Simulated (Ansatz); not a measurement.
# HfC (Fm-3m): modes against biaxial strain in the (111) plane, part 2 of 2

Aim: how do the optical modes of HfC (Fm-3m) shift and split under this strain?

Ansatz 0.2.0; DFT LDA, scalar-relativistic, plane waves, PAW; PAW set soft_1.

So far, highest optical mode at the zone centre (no LO-TO term) (cm⁻¹): step 5 (modes at rest) 462; step 7 (strain 4 %) 421.

The database entry behind the starting cell differs from later determinations by our own check (about 0.2 % long), so it need not match the best structure at ambient conditions.

## 8. Relaxation of a member: biaxial strain of -4 % in the (111) plane

The cell takes a biaxial strain of -4 % in the (111) plane. The strained lengths are held, while the rest of the cell and the atoms relax.

Contents of input.yaml:

```yaml
crystal:
  lattice:
    - [0.08755101, 2.2824687047, 2.2824687047]
    - [2.2824687047, 0.08755101, 2.2824687047]
    - [2.2824687047, 2.2824687047, 0.08755101]
  atoms:
    - { symbol: C, position: [0.0, 0.0, 0.0] }
    - { symbol: Hf, position: [0.5, 0.5, 0.5] }
  conventional_axes: [[-1, 1, 0], [0, -1, 1], [1, 1, 1]]
kpoints:
  mp_grid: { grid: [16, 16, 16] }
hamiltonian:
  xc: lda
  pseudopotentials: { kind: paw, azcp: { folder: soft_1 }, xc_functional: pbe }
scf:
  occupations: { method: methfessel_paxton, width: 0.2 }
output:
  forces: true
  stress: true
  eigenvalues: true
relax:
  adjacent_minimum: "off"
  f_tol: 0.001
  max_steps: 60
  cell: { stress_tol: 0.01, fix: [a, b, gamma] }
```

Launch:

```bash
ansatz run input.yaml --threads 4 --pin off --max-ram 10240MiB --backend cpu --events-out ev --progress --plain --runs-dir out
```

It took 21 s on 4 threads of Arm Neoverse V1, shared host; peak memory 0.54 GiB; 80 s of CPU time.

Step by step:

| step | energy less that of the first step (eV) | largest force component (eV/Å) | pressure (GPa) | volume (Å³) |
| --- | --- | --- | --- | --- |
| 1 | 0.0000 | 0.0000 | 19.08 | 22.41 |
| 2 | 0.0002 | 0.0000 | 15.43 | 22.66 |
| 3 | -0.0012 | 0.0000 | 17.15 | 22.54 |
| 4 | -0.0012 | 0.0000 | 17.17 | 22.54 |
| 5* | -0.0014 | 0.0000 | 17.18 | 22.54 |
| 6 | -0.0014 | 0.0000 | 17.17 | 22.54 |
| 7* | -0.0014 | 0.0000 | 17.17 | 22.54 |

Relaxation steps marked * repeat the geometry before them on a plane-wave basis chosen anew for their cell, so energy and pressure can jump there.

The run keeps the 12 symmetry operations that it works with, so distortions that break them were not tested.

| conventional cell, symmetrised | before | after | change |
| --- | --- | --- | --- |
| a (Å) | 3.104 | 3.104 | -0.0 % |
| b (Å) | 3.104 | 3.104 | -0.0 % |
| c (Å) | 8.058 | 8.105 | +0.6 % |
| volume (Å³/atom) | 11.21 | 11.27 | +0.6 % |

The relaxed structure:

```xyz
2
Lattice="0.0965 2.2914 2.2914 2.2914 0.0965 2.2914 2.2914 2.2914 0.0965" Properties=species:S:1:pos:R:3 pbc="T T T"
C     0.0000    0.0000    0.0000
Hf    2.3397    2.3397    2.3397
```

Numbers from this step:

- pressure: 17.17 GPa
- volume per atom: 11.27 Å³

The forces vanish by symmetry.

The cell grew by 0.6 % in volume.

## 9. Zone-centre modes of the member: biaxial strain of -4 % in the (111) plane

The zone-centre modes follow for biaxial strain of -4 % in the (111) plane.

input.yaml, the sections that differ from step 8:

```yaml
crystal:
  lattice:
    - [0.096525235, 2.2914429297, 2.2914429297]
    - [2.2914429297, 0.096525235, 2.2914429297]
    - [2.2914429297, 2.2914429297, 0.096525235]
  atoms:
    - { symbol: C, position: [0.0, 0.0, 0.0] }
    - { symbol: Hf, position: [0.5, 0.5, 0.5] }
output:
  eigenvalues: true
phonons:
  method: dfpt
# kpoints, hamiltonian, scf: as in step 8
# relax: removed
```

Wall time 42 s (4 threads); peak memory 1.7 GiB.

This step gave:

```
sum-rule residual before enforcement                    : 2.92e-5 eV/Å²
highest optical mode at the zone centre (no LO-TO term) : 548.0 cm⁻¹
lowest optical zone-centre mode                         : 495.9 cm⁻¹
```

Patterns of degenerate modes are one choice out of their space. Modes at Γ, with each element's share of the kinetic energy:

| mode | frequency (cm⁻¹) | symmetry | C % | Hf % |
| --- | --- | --- | --- | --- |
| 1 | 0.0 | acoustic | 6 | 94 |
| 2 | 0.0 | acoustic | 6 | 94 |
| 3 | 0.0 | acoustic | 6 | 94 |
| 4 | 495.9 | Eu | 94 | 6 |
| 5 | 495.9 | Eu | 94 | 6 |
| 6 | 548.0 | A2u | 94 | 6 |

The lowest optical mode is real, 496 cm⁻¹, and the highest lies at 548.0 cm⁻¹.

For the highest optical mode at the zone centre (no LO-TO term), step 5 gave 462 cm⁻¹; this run, with strain -4 %, gives 548 cm⁻¹ (+19 %).

## 10. The series together

The members are set side by side, also those not shown above.

Stress is positive in compression; energies are extrapolated to zero smearing, and E0 is that at rest; the edges not held and the atoms are relaxed in each cell; all runs use 16×16×16 k points and Methfessel-Paxton smearing of 0.2 eV. State of the crystal along the series:

| strain (%) | in-plane stress (GPa) | free strain along [111] (%) | E - E0 (meV/atom) |
| --- | --- | --- | --- |
| -4 | 25.75 | 2.333 | 72.23 |
| -3 | 18.63 | 1.744 | 39.7 |
| -2 | 11.96 | 1.164 | 17.24 |
| -1 | 5.764 | 0.5837 | 4.211 |
| 0 | 0.007895 | 0 | 0 |
| 1 | -5.338 | -0.5834 | 4.01 |
| 2 | -10.34 | -1.163 | 15.73 |
| 3 | -15.04 | -1.728 | 34.8 |
| 4 | -19.46 | -2.281 | 60.92 |

Optical modes are counted from below at rest and tracked from member to member by their patterns, and modes that stay within 0.3 cm⁻¹ of each other stand once; labels, where given, are those at rest; the edges not held and the atoms are relaxed in each cell; all runs use 16×16×16 k points and Methfessel-Paxton smearing of 0.2 eV. Optical modes along the series:

| strain (%) | optical mode 1 T1u, singlet (cm⁻¹) | optical mode 2 T1u, doublet (cm⁻¹) |
| --- | --- | --- |
| -4 | 548 | 495.9 |
| -3 | 532.3 | 486.8 |
| -2 | 511.4 | 477.8 |
| -1 | 487.7 | 470.1 |
| 0 | 462.3 | 462.3 |
| 1 | 437.4 | 454.3 |
| 2 | 414.8 | 445.7 |
| 3 | 394 | 435.1 |
| 4 | 373.5 | 421.1 |

Value and slope at zero strain of a cubic (a lower polynomial where under five rows exist) through the rows within 2 % of rest. Slopes at rest:

| mode | frequency (cm⁻¹) | shift per percent of strain (cm⁻¹) | shift per GPa of compressive stress (cm⁻¹) |
| --- | --- | --- | --- |
| optical mode 1 T1u, singlet | 462.3 | -25.42 | 4.59 |
| optical mode 2 T1u, doublet | 462.3 | -7.84 | 1.41 |

## 11. Summary of results

```yaml
members: 9
highest_optical_mode_at_the_zone_centre_no_lo_to_term_at_rest: 462.3 cm⁻¹
biaxial_modulus_in_the_111_plane: 554 GPa
optical_mode_1_t1u_singlet_shift_per_percent: -25.42 cm⁻¹
optical_mode_2_t1u_doublet_shift_per_percent: -7.84 cm⁻¹
```

**Reading.** The stress changes by 5.54 GPa for each percent, a biaxial modulus of 554 GPa in the (111) plane. For each percent the free edge responds with -0.58 %. The strain lowers the symmetry: the level at 462.3 cm⁻¹ splits, into 548.0 and 495.9 cm⁻¹ at -4 %. The fastest shift in the table of slopes is -25.4 cm⁻¹ for each percent (optical mode 1 T1u, singlet), or 4.6 cm⁻¹ for each GPa of compressive stress. For small strain, the measured shift of a line that Raman or infrared light can see, divided by its slope, estimates the stress, if the state of stress is of this kind. These are harmonic frequencies at zero temperature: anharmonic shifts, linewidths and thermal expansion are left out. Spin-orbit coupling is left out, which can matter for the heavy elements here. With no gap, or one that is small against the smearing, the frequencies hang on the k mesh and the smearing, most of all near Kohn anomalies. The PAW files were made for PBE; the program adapts parts of them to the functional of the run, but their partial waves stay those of PBE, an approximation that was not tested in this session. Only the zone centre was solved, so an instability at another wavevector cannot show here.

[Logs are printed without paths, hosts, clocks, repeated set-up lines and the standing remarks that a program may print on its own settings, such as how far it seeks lower states.]

[Hosts, paths, dates, database ids (printed as entryN), source tags and the programs' standing remarks are cut or masked in the printed files.]
